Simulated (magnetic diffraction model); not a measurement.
# Solving a magnetic structure from powder neutron data: LiHo₂TlSe₄

Space group Cmcm (no. 63), a = 4.0760 Å, b = 13.6880 Å, c = 14.0380 Å.

| site | atom | x | y | z |
| --- | --- | --- | --- | --- |
| 4c | Tl | 1/2 | 0.3886 | 1/4 |
| 8f | Ho | 1/2 | 0.1374 | 0.0664 |
| 8f | Se | 1/2 | 0.2322 | 0.8917 |
| 4a | Se | 0 | 0 | 0 |
| 4c | Se | 1/2 | 0.0632 | 1/4 |
| 4c | Li | 0 | 0.1637 | 1/4 |

The compound is invented for this exercise: a known structure type with other elements, its cell scaled to their sizes and not relaxed.

Only Ho is taken to order (form factors of Ho3+); orders and moment sizes are assumed, and not adapted to the symmetry. Radiation: neutrons of λ = 1.594 Å, 5° to 30°; isotropic B of 0.41 Å² (Tl), 0.52 Å² (Ho), 0.62 Å² (Se) and 0.93 Å² (Li). Simulated constant-wavelength pattern: nuclear and magnetic terms add, the magnetic one as |2.695 fm × Σ f S⊥ exp(2πi Q·r) exp(−B s²)|², summed over all Q at one angle with the factor 1/(sin²θ cos θ). For collinear order S is the moment m, which repeats by lattice and centring translations R with the sign exp(−2πi k·R). Free-ion form factors, Sears's scattering lengths of 1992, no absorption; a label names one of the reflections at its angle. The strongest nuclear line in the range is 100, and lines under 0.2 are left out.

Above the ordering temperature:

| 2θ (°) | index | I |
| --- | --- | --- |
| 13.04 | (0 0 2) | 14.2 |
| 13.38 | (0 2 0) | 1.1 |
| 18.72 | (0 2 2) | 6.4 |
| 23.54 | (1 1 0) | 5.8 |
| 23.81 | (0 2 3) | 45.5 |
| 24.45 | (1 1 1) | 9.0 |
| 26.25 | (0 0 4) | 3.1 |
| 27.00 | (1 1 2) | 1.2 |
| 27.74 | (0 4 1) | 9.8 |
| 29.57 | (0 2 4) | 100.0 |

Below it (cell unchanged):

```
2θ (°)      I
  6.51  564.5
 13.04   14.2
 13.38    1.1
 14.89    5.3
 18.72   90.4
 19.61    6.8
 23.54    5.8
 23.81   45.7
 24.45  115.0
 26.25    3.1
 27.00   71.4
 27.74   60.5
 29.57  154.0
```

**Question.** Find the propagation vector, then choose among these models:
A. collinear moments along [111], 6.5 μB on Ho; signs + at (1/2, 0.1374, 0.0664), + at (0, 0.3626, 0.5664), + at (0, 0.3626, 0.9336), − at (1/2, 0.1374, 0.4336)
B. collinear moments along [110], 6.5 μB on Ho; signs + at (1/2, 0.1374, 0.0664), − at (0, 0.3626, 0.5664), + at (0, 0.3626, 0.9336), − at (1/2, 0.1374, 0.4336)
C. collinear moments along [110], 6.5 μB on Ho; signs + at (1/2, 0.1374, 0.0664), + at (0, 0.3626, 0.5664), + at (0, 0.3626, 0.9336), − at (1/2, 0.1374, 0.4336)
D. collinear moments along [111], 6.5 μB on Ho; signs + at (1/2, 0.1374, 0.0664), − at (0, 0.3626, 0.5664), + at (0, 0.3626, 0.9336), − at (1/2, 0.1374, 0.4336)

No line moves, and magnetic intensity falls on nuclear lines such as the one at 24.45°; new lines at (0 0 1) and (0 0 3) have whole indices that obey the lattice centring, at places with no nuclear intensity to speak of, so the magnetic cell equals the chemical primitive cell: k = 0.

Magnetic intensity, observed (below minus above) and for each model:

| 2θ (°) | index | observed | A | B | C | D |
| --- | --- | --- | --- | --- | --- | --- |
| 6.51 | (0 0 1) | 564.5 | 168.8 | 1109.9 | 332.0 | 564.5 |
| 13.04 | (0 0 2) | <0.2 | 40.9 | <0.2 | 80.5 | <0.2 |
| 13.38 | (0 2 0) | <0.2 | 40.7 | <0.2 | 6.2 | <0.2 |
| 14.89 | (0 2 1) | 5.2 | 54.0 | 2.5 | 31.5 | 5.2 |
| 18.72 | (0 2 2) | 84.0 | 28.2 | 85.3 | 39.8 | 84.0 |
| 23.54 | (1 1 0) | <0.2 | 42.2 | <0.2 | 38.8 | <0.2 |
| 27.74 | (0 4 1) | 50.8 | 19.8 | 12.7 | 4.2 | 50.8 |
| 29.57 | (0 2 4) | 54.0 | 14.6 | 85.0 | 22.0 | 54.0 |

Model D matches.

The absence at (0 0 2) is telling: the sublattices cancel there.

The structure used: k = (0 0 0), collinear moments along [111], 6.5 μB on Ho; signs + at (1/2, 0.1374, 0.0664), − at (0, 0.3626, 0.5664), + at (0, 0.3626, 0.9336), − at (1/2, 0.1374, 0.4336).

[Logs are printed without paths, hosts, clocks, repeated set-up lines and the standing remarks that a program may print on its own settings, such as how far it seeks lower states.]
